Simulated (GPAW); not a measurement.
# Geometry or basis: what sets the conductance of CO in line between two Pt chains, part 2 of 2

How well does CO in line between two Pt chains conduct once its atoms have relaxed, and how much do cheaper levels lose?

GPAW 26.7.0; GPAW LCAO, PAW setups; relaxation of the junction within the symmetry of its start, lead ends held (the session's first sound run).

So far, transmission at the Fermi level (one spin): step 3 (GPAW, dzp, PBE, GPAW) 1.29; step 4 (basis szp(dzp), PBE, GPAW) 1.28; step 5 (basis sz(dzp), PBE, GPAW) 1.38; step 6 (LDA) 1.32.

### Step 7. The structure as built: geometry = "as built"

Level of this step: GPAW LCAO, PAW setups; Landauer transmission from Green's functions with principal layers (ASE), zero bias (GPAW).

The dzp basis with PBE on the structure as first built shows what the relaxation was worth.

run.py reads:

```python
import json
import numpy as np
from ase import Atoms
from ase.transport.calculators import TransportCalculator
from gpaw import GPAW, FermiDirac
from gpaw.lcao.tools import get_lcao_hamiltonian
from scipy.linalg import eigh

# The junction with lead layers at both ends, along the third cell vector
device = Atoms(
    ['Pt', 'Pt', 'Pt', 'Pt', 'Pt', 'Pt', 'Pt', 'Pt', 'C', 'O', 'Pt', 'Pt', 'Pt', 'Pt', 'Pt', 'Pt', 'Pt', 'Pt'],
    positions=[
        [4.50000, 4.50000, 1.20000],
        [4.50000, 4.50000, 3.60000],
        [4.50000, 4.50000, 6.00000],
        [4.50000, 4.50000, 8.40000],
        [4.50000, 4.50000, 10.80000],
        [4.50000, 4.50000, 13.20000],
        [4.50000, 4.50000, 15.60000],
        [4.50000, 4.50000, 18.00000],
        [4.50000, 4.50000, 19.81570],
        [4.50000, 4.50000, 20.97570],
        [4.50000, 4.50000, 22.68130],
        [4.50000, 4.50000, 25.08130],
        [4.50000, 4.50000, 27.48130],
        [4.50000, 4.50000, 29.88130],
        [4.50000, 4.50000, 32.28130],
        [4.50000, 4.50000, 34.68130],
        [4.50000, 4.50000, 37.08130],
        [4.50000, 4.50000, 39.48130]],
    cell=[[9.0, 0.0, 0.0], [0.0, 9.0, 0.0], [0.0, 0.0, 40.6813]],
    pbc=True)

# One principal layer of the lead: the first 5 atoms of the device
lead = Atoms(
    ['Pt', 'Pt', 'Pt', 'Pt', 'Pt'],
    positions=[
        [4.50000, 4.50000, 1.20000],
        [4.50000, 4.50000, 3.60000],
        [4.50000, 4.50000, 6.00000],
        [4.50000, 4.50000, 8.40000],
        [4.50000, 4.50000, 10.80000]],
    cell=[[9.0, 0.0, 0.0], [0.0, 9.0, 0.0], [0.0, 0.0, 12.0]],
    pbc=True)

settings = dict(mode='lcao', basis='dzp', xc='PBE', h=0.18,
                occupations=FermiDirac(0.1), maxiter=250,
                mixer=dict(beta=0.1, nmaxold=8, weight=100.0),
                convergence=dict(density=0.0001))
energies = np.arange(-2, 2 + 1e-9, 0.025)
eta = 0.0001
n1, n2 = 1, 1
# k and -k transmit alike, so half of the mesh across the current serves
mesh = [(i, j) for i in range(n1) for j in range(n2) if (i, j) <= (-i % n1, -j % n2)]
weights = np.array([1 if (i, j) == (-i % n1, -j % n2) else 2 for i, j in mesh]) / (n1 * n2)

# [... helper functions left out ...]
fermi_lead = ground_state(lead, (1, 1, 10), 'lead.txt')
fermi_device = ground_state(device, (1, 1, 2), 'device.txt')
# [... loop over the mesh left out, but for ...]
        # Shift the lead onto the potential of the device's first layer
        shift = ((H[:, 0, 0] - H0[:, 0, 0]) / S0[0, 0]).real.mean()
# [...]
kT = 8.617333e-5 * 300
bias = [0.1, 0.2, 0.5, 1.0, 1.5, 2.0]
# [... integrals and printing left out ...]
```

Started as:

```console
OMP_NUM_THREADS=1 OPENBLAS_NUM_THREADS=1 python run.py
```

The log of the run:

```text
basis functions: device 458, principal layer 135
Fermi level: lead -4.5365 eV, device -4.5035 eV; lead shifted by -0.0075 eV
largest coupling past the next layer 8.09e-06 eV, largest misfit of the first layer 0.127 eV
  E-E_F (eV)   T (one spin)  [channel counts left out]
    -2.000    1.5638e+00
    -1.975    1.5651e+00
    -1.950    1.5661e+00
[...]
1.975    3.9563e-02
     2.000    3.9554e-02
conductance at 300 K: 1.5898 G0 a cell; thermopower 1.346 uV/K
current from the zero-bias T(E) at 0.1 V: 12.305 uA
current from the zero-bias T(E) at 0.2 V: 24.531 uA
current from the zero-bias T(E) at 0.5 V: 59.908 uA
current from the zero-bias T(E) at 1.0 V: 110.52 uA
current from the zero-bias T(E) at 1.5 V: 148.79 uA
current from the zero-bias T(E) at 2.0 V: 180.39 uA
```

Elapsed: 7.5 min, on 1 thread of Arm Neoverse V1, shared host; peak memory 2.3 GiB.

Numbers from this step:

| Property | Result |
| --- | --- |
| conductance | 1.590 G₀ |
| largest coupling past the next principal layer | 8.09e-6 eV |
| largest misfit of the first principal layer | 0.1265 eV |
| shift that aligns the lead | -0.007528 eV |
| transmission at the Fermi level (one spin) | 1.594 |

The conductance, 1.59 G₀, lies 23 % above that of the dzp run.

### Step 8. The ladder

Times are for 1 thread of Arm Neoverse V1, shared host. The series side by side:

```csv
no.,run,conductance (G₀),time,memory (GiB)
1,dzp,1.288,6.4 min,2.3
2,szp,1.270,3.7 min,2.2
3,sz,1.375,3.4 min,2.1
4,dzp LDA,1.309,6 min,2.3
5,asbuilt,1.590,7.5 min,2.3
```

### Step 9. Comparison

The curves are compared point by point over the common energies.

This step: comparison of transmission and cost over codes, levels and geometry (GPAW 26.7.0).

Ladder, by row:

```csv
step,code,T at the Fermi level (sum over the listed spins),conductance (G0),r.m.s. T(E) from the first,wall time (s),peak memory (GiB),threads
dzp,GPAW,1.294,1.288,0,386.9,2.31,1
szp,GPAW,1.278,1.27,0.05698,219.6,2.21,1
sz,GPAW,1.382,1.375,0.05147,201.9,2.13,1
dzp-LDA,GPAW,1.315,1.309,0.01331,362,2.3,1
asbuilt,GPAW,1.594,1.59,0.4841,452.5,2.3,1
```

The transmission, zone mean, sum over the listed spins by energy, zero at the Fermi level:

```csv
energy (eV),dzp,szp,sz,dzp-LDA,asbuilt
-2.0000,0.736,0.662,0.679,0.740,1.56
-1.7500,0.742,0.670,0.700,0.746,1.56
-1.5000,0.790,0.687,0.831,0.791,1.56
-1.2500,0.812,0.762,0.807,0.821,1.57
-1.0000,0.879,0.827,0.878,0.891,1.59
-0.7500,0.922,0.878,0.937,0.933,1.57
-0.5000,1.000,0.964,1.04,1.01,1.54
-0.2500,1.17,1.15,1.24,1.19,1.58
0.0000,1.29,1.28,1.38,1.32,1.59
0.2500,1.12,1.05,1.16,1.12,1.35
0.5000,0.634,0.528,0.575,0.639,0.765
0.7500,0.0516,0.0491,0.0567,0.0476,0.0478
1.0000,0.0464,0.0449,0.0537,0.0429,0.0425
1.2500,0.0446,0.0440,0.0537,0.0413,0.0405
1.5000,0.0443,0.0444,0.0549,0.0408,0.0398
1.7500,0.0445,0.0452,0.0565,0.0408,0.0396
2.0000,0.0448,0.0462,0.0579,0.0410,0.0396
```

### Step 10. SCF mesh 1×1×1, functional LDA, density threshold 0.001

The SCF mesh sets the Fermi level of the repeated cell. The functional moves levels against the Fermi level. The Hamiltonian is taken from the last density. The density threshold is one of the tests that end the cycle; the energy must settle too, so a loose value may not be the test that decides.

This step: GPAW LCAO, PAW setups; Landauer transmission from Green's functions with principal layers (ASE), zero bias (GPAW 26.7.0).

Changes to run.py since step 7:

```diff
@@ -19,6 +19,6 @@
         [4.50000, 4.50000, 15.60000],
-        [4.50000, 4.50000, 18.00000],
-        [4.50000, 4.50000, 19.81570],
-        [4.50000, 4.50000, 20.97570],
-        [4.50000, 4.50000, 22.68130],
+        [4.50000, 4.50000, 17.94655],
+        [4.50000, 4.50000, 19.69484],
+        [4.50000, 4.50000, 20.88292],
+        [4.50000, 4.50000, 22.81408],
         [4.50000, 4.50000, 25.08130],
@@ -45,6 +45,6 @@
 
-settings = dict(mode='lcao', basis='dzp', xc='PBE', h=0.18,
+settings = dict(mode='lcao', basis='dzp', xc='LDA', h=0.18,
                 occupations=FermiDirac(0.1), maxiter=250,
                 mixer=dict(beta=0.1, nmaxold=8, weight=100.0),
-                convergence=dict(density=0.0001))
+                convergence=dict(density=0.001))
 energies = np.arange(-2, 2 + 1e-9, 0.025)
@@ -58,3 +58,3 @@
 fermi_lead = ground_state(lead, (1, 1, 10), 'lead.txt')
-fermi_device = ground_state(device, (1, 1, 2), 'device.txt')
+fermi_device = ground_state(device, (1, 1, 1), 'device.txt')
 # [... loop over the mesh left out, but for ...]
```

The log of the run:

```text
basis functions: device 458, principal layer 135
Fermi level: lead -4.8572 eV, device -4.7955 eV; lead shifted by -0.0079 eV
largest coupling past the next layer 8.32e-06 eV, largest misfit of the first layer 0.196 eV
  E-E_F (eV)   T (one spin)  [channel counts left out]
    -2.000    7.4353e-01
    -1.975    7.4507e-01
    -1.950    7.4631e-01
    -1.925    7.4723e-01
    -1.900    7.4784e-01
    -1.875    7.4815e-01
    -1.850    7.4817e-01
    -1.825    7.4792e-01
    -1.800    7.4742e-01
    -1.775    7.4668e-01
    -1.750    7.4569e-01
    -1.725    7.4438e-01
    -1.700    7.4256e-01
    -1.675    7.3968e-01
    -1.650    7.3384e-01
    -1.625    7.1460e-01
[...]
1.825    4.1081e-02
     1.850    4.1098e-02
     1.875    4.1117e-02
     1.900    4.1136e-02
     1.925    4.1155e-02
     1.950    4.1175e-02
     1.975    4.1196e-02
     2.000    4.1216e-02
conductance at 300 K: 1.3411 G0 a cell; thermopower -0.4582 uV/K
current from the zero-bias T(E) at 0.1 V: 10.371 uA
current from the zero-bias T(E) at 0.2 V: 20.632 uA
current from the zero-bias T(E) at 0.5 V: 49.703 uA
current from the zero-bias T(E) at 1.0 V: 88.235 uA
current from the zero-bias T(E) at 1.5 V: 114.64 uA
current from the zero-bias T(E) at 2.0 V: 133.27 uA
```

The job ended after 3.8 min (1 thread; peak memory 2.3 GiB).

The run finished with changed settings (scf_mesh = [1, 1, 1], xc = "LDA" and conv = 0.001); it serves as a test.

Side by side:

```csv
quantity,this run,sound run,difference
conductance (G₀),1.3411,1.2877,0.0533
largest coupling past the next principal layer (eV),8.320e-6,8.090e-6,2.3e-7
largest misfit of the first principal layer (eV),0.19608,0.17120,0.0249
shift that aligns the lead (eV),-0.0078645,-0.0078461,-1.8e-5
transmission at the Fermi level (one spin),1.3475,1.2935,0.0540
```

### Step 11. Outcome

| Item | Value |
| --- | --- |
| conductance | 1.29 G₀ |
| transmission at the Fermi level, mean of the spins | 1.29 |
| thermopower | about 0 (under 1.5 μV/K) |

In words: In the dzp basis the junction conducts 1.29 G₀ at 300 K, with T = 1.29 a spin at the Fermi level; the sz basis reaches that conductance within 10 %. Relaxation moved atoms by up to 0.13 Å and took the conductance from 1.59 to 1.29 G₀, as a ratio a larger change than the step from dzp to the minimal basis. At the Fermi level the three most open eigenchannels pass 0.57, 0.57 and 0.15. Measured against the first run (dzp), the nearest curve is that of dzp-LDA (r.m.s. 0.013) and the farthest that of asbuilt (0.48). Over the compared runs wall time goes from 202 s (sz) to 452 s (asbuilt), on a shared host. The leads kept an estimated spacing and the cell its length, so the junction may be under some tension or compression. The geometry comes from the orbital basis, which tends to overbind, and kept the symmetry of the start, so a structure of lower symmetry may lie lower. The run had no spin polarisation, so a magnetic state, which chains and small molecules with open shells often have, wasn't tested. Spin-orbit coupling is left out, which matters for the heavy atoms here. An evenly spaced straight chain is an idealisation: free chains tend to dimerise, zigzag or, where a band edge lies near the Fermi level, turn magnetic. The currents use the zero-bias T(E) throughout, which holds only while the bias is small against the distance to the nearest feature.

[Logs are printed without paths, hosts, clocks, repeated set-up lines and the standing remarks that a program may print on its own settings, such as how far it seeks lower states.]

[Hosts, paths, dates, database ids (printed as entryN), source tags and the programs' standing remarks are cut or masked in the printed files.]
